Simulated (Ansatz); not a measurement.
## Where V_Be (site 1) puts its levels in the gap of Be3N2 (P6_3/mmc)

Aim: at which Fermi levels does V_Be (site 1) in Be3N2 (P6_3/mmc) change its charge? The model is a cell of 120 host atoms with 1 Be taken out.

Main program and level: Ansatz 0.2.0; place-levels on PBEsol runs: charge-transition levels and formation energies with image-charge correction and potential alignment at the atomic sites.

Most raw output is cut from this account.

### 1. Set-up

The cell holds 119 atoms: 71 Be and 48 N. Cell: a = 9.829 Å, b = 9.829 Å, c = 9.710 Å, α = 90.0°, β = 90.0°, γ = 120.0°. It derives from Be3N2 (space group P6_3/mmc). Nearest the centre at fractional (0.500, 0.667, 0.578): N117 at 1.67 Å, N111 at 1.81 Å, N54 at 1.81 Å, N112 at 1.81 Å, Be100 at 2.23 Å, Be42 at 2.23 Å, Be99 at 2.23 Å, Be105 at 2.34 Å.

Screening for the image-charge correction: ε∞ = (4.54, 4.54, 5.47), ε0 = (11.71, 11.71, 32.82), from a response run on this crystal (DFPT, PBEsol) at that run's own cell.

The cell's shortest repeat is 9.7 Å.

### 2. What was run first

Levels follow from differences of total energies between charge states, each relaxed by itself.

Each atom starts 0.05 Å or so off its site in a random direction: a symmetric start keeps its symmetry, and would miss off-centre moves and Jahn–Teller distortions. Forces are taken at one point at (¼, ¼, ¼). The cell holds 2 electrons more than the neutral one, with a uniform background that keeps it neutral on the whole.

The sampling was tested on the host first: at the k-points planned (1x1x1 shifted 0.25 0.25 0.25) its energy lies -0.001 eV an atom from the dense-mesh value, under the bound of 0.02 eV set for this test; that bounds the host's error, not the defect's.

One state's input; the others differ in charge, spin, start and seed, and in occupations where the table says so.

qm2.relax/input.yaml

```yaml
crystal:
  lattice:
    - [4.25594168, 2.45716908, 0.0]
    - [-4.25594168, 2.45716908, 0.0]
    - [0.0, 0.0, 9.71005664]
  atoms:
    - { symbol: Be, position: [0.0, 0.66666667, 0.07824696] }
    - { symbol: Be, position: [0.33333333, 0.33333333, 0.07824696] }
    - { symbol: Be, position: [0.66666667, 0.0, 0.07824696] }
    - { symbol: Be, position: [0.0, 0.33333333, 0.57824696] }
    - { symbol: Be, position: [0.33333333, 0.0, 0.57824696] }
    - { symbol: Be, position: [0.66666667, 0.66666667, 0.57824696] }
    - { symbol: Be, position: [0.0, 0.33333333, 0.92175304] }
    - { symbol: Be, position: [0.33333333, 0.0, 0.92175304] }
    - { symbol: Be, position: [0.66666667, 0.66666667, 0.92175304] }
    - { symbol: Be, position: [0.0, 0.66666667, 0.42175304] }
    - { symbol: Be, position: [0.33333333, 0.33333333, 0.42175304] }
    - { symbol: Be, position: [0.66666667, 0.0, 0.42175304] }
    - { symbol: Be, position: [0.0, 0.0, 0.25] }
    - { symbol: Be, position: [0.33333333, 0.66666667, 0.25] }
    - { symbol: Be, position: [0.66666667, 0.33333333, 0.25] }
    - { symbol: Be, position: [0.0, 0.0, 0.75] }
    - { symbol: Be, position: [0.33333333, 0.66666667, 0.75] }
    - { symbol: Be, position: [0.66666667, 0.33333333, 0.75] }
    - { symbol: "N", position: [0.0, 0.0, 0.0] }
    - { symbol: "N", position: [0.33333333, 0.66666667, 0.0] }
    - { symbol: "N", position: [0.66666667, 0.33333333, 0.0] }
    - { symbol: "N", position: [0.0, 0.0, 0.5] }
    - { symbol: "N", position: [0.33333333, 0.66666667, 0.5] }
    - { symbol: "N", position: [0.66666667, 0.33333333, 0.5] }
    - { symbol: "N", position: [0.0, 0.66666667, 0.25] }
    - { symbol: "N", position: [0.33333333, 0.33333333, 0.25] }
    - { symbol: "N", position: [0.66666667, 0.0, 0.25] }
    - { symbol: "N", position: [0.0, 0.33333333, 0.75] }
    - { symbol: "N", position: [0.33333333, 0.0, 0.75] }
    - { symbol: "N", position: [0.66666667, 0.66666667, 0.75] }
  supercell: [2, 2, 1]
  defects: [{ vacancy: 93 }]
total_charge: -2
basis:
  ecutwfc: 420
  xc_grid: 2
hamiltonian:
  xc: pbesol
kpoints:
  mp_grid: { grid: [1, 1, 1], shift: [0.25, 0.25, 0.25] }
scf:
  occupations: { method: fixed }
  max_iter: 60
output:
  forces: true
  charged_corrections:
    epsilon: [4.54, 4.54, 5.47]
    static_epsilon: [11.71, 11.71, 32.82]
relax:
  f_tol: 0.02
  max_steps: 80
  random_displacement: { amplitude: 0.05, seed: 6050 }
checkpoint:
  write: "../qm2.relax.run"
  compress: false
  write_wavefunctions: true
  write_every: 100000
```

On the command line:

```
ansatz run input.yaml --threads 4 --pin off --max-ram 7536MiB --backend cpu --events-out ev --progress --plain --runs-dir out
```

The relaxed structure is kept and the sampling changed to a 2×2×2 shifted mesh.

The run of this state that the levels use, under PBEsol:

qm2.point/input.yaml

```yaml
crystal:
  checkpoint: "../qm2.relax.run"
  host: checkpoint
total_charge: -2
basis:
  ecutwfc: 420
  xc_grid: 2
hamiltonian:
  xc: pbesol
kpoints:
  mp_grid: { grid: [2, 2, 2], shift: [0.5, 0.5, 0.5] }
scf:
  occupations: { method: fermi_dirac, width: 0.01 }
  max_iter: 60
output:
  forces: true
  eigenvalues: true
  charged_corrections:
    epsilon: [4.54, 4.54, 5.47]
    static_epsilon: [11.71, 11.71, 32.82]
    defect_position: [0.5, 0.666667, 0.578247]
  eigenstates: { localisation: true }
  populations: true
checkpoint:
  read: "../qm2.relax.run"
  write: "../qm2.point.run"
  compress: false
  write_wavefunctions: false
  write_every: 100000
```

Relaxations under PBEsol at one point at (¼, ¼, ¼); times on 4 threads of Arm Neoverse V1, shared host:

```tsv
charge	moment (μB)	occupations	outcome	steps	largest displacement against the far atoms (Å)	time
−2	0	fixed	converged	5	0.25	78 s
−1	1	fixed	converged	10	0.39	5.5 min
0	0	fixed	not converged	-	-	49 s
0	0	fermi-dirac	converged	11	0.42	2.9 min
0	2	fixed	converged	14	0.48	8.1 min
+1	1	fixed	converged	13	0.50	9.5 min
+1	3	fixed	converged	19	0.49	10 min
```

Single points under PBEsol at a 2×2×2 shifted mesh; times on 4 threads of Arm Neoverse V1, shared host:

```tsv
charge	moment (μB)	occupations	outcome	time
−2	0	fermi-dirac	converged	2.3 min
−1	1	fermi-dirac	converged	4.5 min
0	0	fermi-dirac	converged	2.3 min
0	2	fermi-dirac	converged	5.2 min
+1	1	fermi-dirac	converged	5.5 min
+1	3	fermi-dirac	converged	5 min
```

Distances (Å) from the ideal centre to the nearest atoms after relaxation with PBEsol:

```tsv
charge	moment (μB)	1.	2.	3.	4.	5.	6.
−2	0	N 1.77	N 1.91	N 1.92	N 1.93	Be 2.05	Be 2.05
−1	1	N 1.78	N 1.88	N 1.88	N 1.89	Be 2.02	Be 2.02
0	0	N 1.77	N 1.86	N 1.87	N 1.88	Be 1.99	Be 2.00
0	2	N 1.79	N 1.86	N 1.87	N 1.87	Be 1.95	Be 2.01
+1	1	N 1.79	N 1.86	N 1.86	N 1.86	Be 1.94	Be 1.99
+1	3	N 1.80	N 1.85	N 1.86	N 1.86	Be 1.95	Be 1.98
```

### 3. Placing the levels, PBEsol

A charged cell interacts with its images and the background, and its potential has another zero than the host's. place-levels removes the first by a point-charge model, screened by the static dielectric constant since the ions have relaxed around the charge, and the second by comparing potentials at atoms far from the defect.

The host is a run of the defect-free crystal in the same cutoffs, grids and k-points, so that basis and sampling errors cancel in part in the differences. Its band edges come from a run of the primitive cell that searches the zone for them. The host is run in a cell of 30 atoms on a matching mesh. Chemical potentials are energies per atom of Be (hcp), run with the same functional and cutoff.

levels.point.yaml

```yaml
host:
  run: host.point.run
  levels_from: { run: edges.point.run }
states: [qm2.point.run, qm1_M1.point.run, q0.point.run, q0_M2.point.run, qp1_M1.point.run, qp1_M3.point.run]
geometry_from:
  qm2.point.run: qm2.relax.run
  qm1_M1.point.run: qm1_M1.relax.run
  q0.point.run: q0.relax_smeared.run
  q0_M2.point.run: q0_M2.relax.run
  qp1_M1.point.run: qp1_M1.relax.run
  qp1_M3.point.run: qp1_M3.relax.run
  host.point.run: host.relax.run
chemical_potentials:
  Be:
    energy: -90.352386
    dataset: <sha256 of the dataset>
epsilon: [4.54, 4.54, 5.47]
static_epsilon: [11.71, 11.71, 32.82]
vertical:
  - { from: qm2.point.run, to: qm2.point_neutral.run }
  - { from: qm1_M1.point.run, to: qm1_M1.point_neutral.run }
  - { from: qp1_M1.point.run, to: qp1_M1.point_neutral.run }
  - { from: qp1_M3.point.run, to: qp1_M3.point_neutral.run }
```

On the command line:

```
ansatz place-levels levels.point.yaml -- --threads 4 --pin off --max-ram 7536MiB
```

Elapsed: 0.97 s, on 4 threads of Arm Neoverse V1, shared host.

Under PBEsol the gap is 3.25 eV, (+1/0) -0.01 (outside the gap) (with band filling), (0/−1) -0.01 (outside the gap), (−1/−2) 0.24 eV.

Levels between the charges placed, in eV above the valence top:

```tsv
	gap (eV)	(+1/0)	(0/−1)	(−1/−2)
PBEsol	3.25	-0.01	-0.01	0.24
```

Corrections by state:

```tsv
charge	moment (μB)	image terms and alignment (eV)	band filling (eV)	ε used	over the lowest of its charge, as the program ranks them, band filling apart (eV)
+1	1.0	-0.119	-0.223	principal values (11.71, 11.71, 32.82)	0.000
0	0.0	0.000	-	-	0.000
−1	1.0	0.264	-	principal values (11.71, 11.71, 32.82)	0.000
−2	0.0	0.706	-	principal values (11.71, 11.71, 32.82)	0.000
+1	3.0	-0.121	-	principal values (11.71, 11.71, 32.82)	0.183
0	2.0	0.000	-	-	0.033
```

The charged structures listed were also run neutral, and place-levels reads from each pair, by the potential or the spins, how wide the charge is by which they differ; that can be the carrier of either run.

```tsv
charge	rms radius (Å)	spread where it is widest against the cell (Å)	wide from (Å)	reading
+1	5.2	3.31	1.68	wide
−1	6.5	3.86	1.47	wide
−2	5.3	2.98	1.47	wide
```

The neutral runs of these pairs need not share the spin of the lowest neutral state, and very wide values only mean spread over the cell.

From the program's caveats on the states, each cut to its opening words:

- charge +1 (1 μB): it parts from the run at its places by a charge that spreads by about 3.3 Å along one vector (1.7 Å or more is wide), by its potential at epsilon [4.54, 4.54, [...]
- charge +1 (1 μB): a band-filling correction moves a carrier to the host's band edge, which changes its energy by -0.223 eV
- charge +1 (1 μB): the host's ions (past the first shell or, of a walk that freed a part, those that it held) aren't shown at rest: they stand up to 0.498 Å off their sites, 3.66 [...]
- charge +1 (1 μB): its sublattices stand up to 0.0358 Å off the host's, which by the two runs' forces adds about +0.02 eV to its energy against the host's, and moves the band [...]
- charge +1 (1 μB): its displacements don't fall off away from the defect: farther atoms stand 0.041 Å off the host's places
- charge +1 (1 μB), 0 (2 μB): its moments are held at its close (magnetization.spin_locking), by a field of 0.019 eV a Bohr magneton, and its energy and levels are of the state that this [...]
- charge 0: its sublattices stand up to 0.0265 Å off the host's, which by the two runs' forces adds about +0.02 eV to its energy against the host's, and moves the band [...]
- charge 0: its displacements don't fall off away from the defect: farther atoms stand 0.035 Å off the host's places
- charge −1 (1 μB): how wide its charge is, is not read beside other atoms or cores, and a band state would take no correction
- charge −1 (1 μB): its displacements don't fall off away from the defect: farther atoms stand 0.031 Å off the host's places
- charge −2: it parts from the run at its places by a charge that spreads by about 3 Å along one vector (1.5 Å or more is wide), by its potential at epsilon [4.54, 4.54, [...]
- charge +1 (3 μB): it parts from the run at its places by a charge that spreads by about 3.2 Å along one vector (1.7 Å or more is wide), by its potential at epsilon [4.54, 4.54, [...]
- charge +1 (3 μB): the host's ions (past the first shell or, of a walk that freed a part, those that it held) aren't shown at rest: they stand up to 0.490 Å off their sites, 3.70 [...]
- charge +1 (3 μB): the far atoms show a dipole or second moment of the defect's charge, for which the correction takes or leaves out 3.059 eV: further moments aren't read, and [...]

The host's formation energy from the elements is -1.122 eV per atom; it sets how far the chemical potentials can move.

Limit set by the element alone; other compounds of these elements are not counted. Chemical potentials from the elements' reference states: Be 0.00 eV, N -2.81 eV. Formation energies (Be-rich), with the Fermi level at the valence top and at the conduction bottom (gap 3.25 eV):

```tsv
charge	at valence top (eV)	at conduction bottom (eV)	correction included (eV)
+1	4.94	8.18	-0.34
0	4.93	4.93	0.00
−1	4.92	1.67	0.26
−2	5.16	-1.33	0.71
```

Fermi level (eV), lowest formation energy (eV) and a bar from the least value:
```
     0.00       4.92 ##############################
     0.29       4.57 ############################
     0.59       3.98 #########################
     0.88       3.39 #######################
     1.18       2.80 ####################
     1.47       2.21 #################
     1.77       1.62 ##############
     2.07       1.03 ###########
     2.36       0.44 ########
     2.66      -0.15 ######
     2.95      -0.74 ###
     3.25      -1.33
```

Limit set by the element alone; other compounds of these elements are not counted. Chemical potentials from the elements' reference states: N 0.00 eV, Be -1.87 eV. Formation energy by charge state (N-rich; gap 3.25 eV):

```tsv
charge	at valence top (eV)	at conduction bottom (eV)	correction included (eV)
+1	3.07	6.31	-0.34
0	3.06	3.06	0.00
−1	3.05	-0.20	0.26
−2	3.29	-3.20	0.71
```

| Fermi level (eV) | lowest formation energy (eV) |
| --- | --- |
| 0.00 | 3.05 |
| 0.29 | 2.70 |
| 0.59 | 2.11 |
| 0.88 | 1.52 |
| 1.18 | 0.93 |
| 1.47 | 0.34 |
| 1.77 | -0.25 |
| 2.07 | -0.84 |
| 2.36 | -1.43 |
| 2.66 | -2.02 |
| 2.95 | -2.61 |
| 3.25 | -3.20 |

### 4. Levels against the band edges, r2SCAN

r2SCAN on the same structure is run to see how far the result rests on the functional, though not on the errors that semilocal functionals share; the sampling changes too, to one point at (¼, ¼, ¼), so differences hold both changes.

qm2.r2scan/input.yaml

```yaml
crystal:
  checkpoint: "../qm2.relax.run"
  host: checkpoint
total_charge: -2
basis:
  ecutwfc: 500
  xc_grid: 2
hamiltonian:
  xc: r2scan
kpoints:
  mp_grid: { grid: [1, 1, 1], shift: [0.25, 0.25, 0.25] }
scf:
  occupations: { method: fermi_dirac, width: 0.01 }
  max_iter: 60
output:
  forces: true
  eigenvalues: true
  charged_corrections:
    epsilon: [4.54, 4.54, 5.47]
    static_epsilon: [11.71, 11.71, 32.82]
    defect_position: [0.5, 0.666667, 0.578247]
checkpoint:
  write: "../qm2.r2scan.run"
  compress: false
  write_wavefunctions: false
  write_every: 100000
```

Wall time 36 s (4 threads); peak memory 2.1 GiB; 2.3 min of CPU time.

levels.r2scan.yaml

```yaml
host:
  run: host.r2scan.run
  levels_from: { run: edges.r2scan.run }
states: [qm2.r2scan.run, qm1_M1.r2scan.run, q0.r2scan.run, q0_M2.r2scan.run, qp1_M1.r2scan.run, qp1_M3.r2scan.run]
geometry_from:
  qm2.r2scan.run: qm2.relax.run
  qm1_M1.r2scan.run: qm1_M1.relax.run
  q0.r2scan.run: q0.relax_smeared.run
  q0_M2.r2scan.run: q0_M2.relax.run
  qp1_M1.r2scan.run: qp1_M1.relax.run
  qp1_M3.r2scan.run: qp1_M3.relax.run
  host.r2scan.run: host.relax.run
chemical_potentials:
  Be:
    energy: -93.339207
    dataset: <sha256 of the dataset>
```

On the command line:

```
ansatz place-levels levels.r2scan.yaml -- --threads 4 --pin off --max-ram 7536MiB
```

Run time: 0.55 s. Hardware: 4 threads.

Under r2SCAN the gap is 4.03 eV, (+1/0) -0.10 (outside the gap) (with band filling), (0/−1) -0.08 (outside the gap), (−1/−2) 0.27 eV; the stage before (PBEsol, at other k-points) gave a gap of 3.25 eV and levels within 0.10 eV of these.

### 5. What a wrong or other choice does

In this try the input is made faulty on purpose, to show what that does.

Another version of the file is tried.

levels.try0.yaml is levels.point.yaml with these lines changed:

```diff
-states: [qm2.point.run, qm1_M1.point.run, q0.point.run, q0_M2.point.run, qp1_M1.point.run, qp1_M3.point.run]
+states: [qm2.relax.run, qm1_M1.point.run, q0.point.run, q0_M2.point.run, qp1_M1.point.run, qp1_M3.point.run]
-  qm2.point.run: qm2.relax.run
```

On the command line:

```
ansatz place-levels levels.try0.yaml -- --threads 4 --pin off --max-ram 7536MiB
```

The change: a state from another k-mesh.

The command refused this file.

### 6. A changed set-up

The levels are placed again with one choice changed, to see how much they rest on it.

levels.try1.yaml is levels.point.yaml with these lines changed:

```diff
-static_epsilon: [11.71, 11.71, 32.82]
+static_epsilon: [4.54, 4.54, 5.47]
```

On the command line:

```
ansatz place-levels levels.try1.yaml -- --threads 4 --pin off --max-ram 7536MiB
```

The change: the electronic dielectric constant for relaxed ions.

Levels in eV above the valence top; the changed ones are not the defect's:

```tsv
	gap (eV)	(+1/0)	(0/−1)	(−1/−2)
changed	3.25	-0.03	0.21	0.90
as set up	3.25	-0.01	-0.01	0.24
```

The largest shift is 0.66 eV, band-filling terms included.

### 7. The ladder

Levels between neighbouring charges, in eV above each run's own valence top:

```tsv
	gap (eV)	(+1/0)	(0/−1)	(−1/−2)	CPU time a state at this stage (restarts are quicker than cold starts)
PBEsol, 2×2×2 shifted mesh	3.25	-0.01	-0.01	0.24	16 min
r2SCAN on PBEsol structures, (¼, ¼, ¼)	4.03	-0.10	-0.08	0.27	5.8 min
```

### 8. Summary of results

```
gap of the host                                                          : 3.25 eV (PBEsol)
level (plus 1/0)                                                         : 0.01 eV below the valence top, not a change between lowest states (-0.23 eV above the valence top without the band-filling term)
level (0/minus 1)                                                        : 0.01 eV below the valence top, not a change between lowest states
level (minus 1/minus 2)                                                  : 0.24 eV above the valence top
lowest of the charges placed, just above the valence top (0.02 eV)       : −1
lowest of the charges placed, just below the conduction bottom (0.02 eV) : −2
lowest formation energy at mid-gap of the charges run, Be-rich           : 1.92 eV
lowest formation energy at mid-gap of the charges run, N-rich            : 0.05 eV
standing of these levels                                                 : doubtful, see below
```

In words: Of the charges placed (−2, −1, 0 and +1), the lowest changes at 0.24 eV (−1/−2) above the valence top, in a gap of 3.25 eV. A neutral run at a charged structure lies 0.03 eV below the neutral state placed. Unless it holds a band carrier, charge 0 isn't at its lowest here, and with that energy the steps would read (+1/0) -0.03 eV and (0/−1) 0.02 eV, which can change which charges are lowest. (−1/−2) lies nearer to a band edge than the share of the finite-size correction in it (0.44 eV), and that correction holds for a localised charge alone. (0/−1) lies 0.01 eV from a band edge, less than the doubt on such levels. Charges below −2 were not placed, so these runs say nothing of levels that involve them. States placed: +1 at 1 μB and 3 μB; 0 at 0 μB and 2 μB; −1 at 1 μB; −2 at 0 μB. Other spin states or structures, where not listed, weren't placed. The program finds carriers beyond a band edge of the host and adds a band-filling term at charge +1 (-0.22 eV); steps to such a charge show no bound level, and a defect level inside a band would be read the same way. Keep in mind: PBEsol makes the gap too small and tends to spread out bound carriers; where a gas molecule sets a chemical potential or the host's formation energy, its binding is uncorrected; force components of up to 0.40 eV/Å remain in a run at the final settings.

[Logs are printed without paths, hosts, clocks, repeated set-up lines and the standing remarks that a program may print on its own settings, such as how far it seeks lower states.]

[Hosts, paths, dates, database ids (printed as entryN), source tags and the programs' standing remarks are cut or masked in the printed files.]

[Where a table of states has a column of steps, it counts the stored structures, which are thinned; the runs took as many ionic steps or more.]

[A defect's name tells the site on which it was built; relaxed atoms can leave that site.]

[For some hosts the program warned that the k-mesh of the response run may be too coarse for force constants and the static dielectric constant; such warnings are not shown here.]
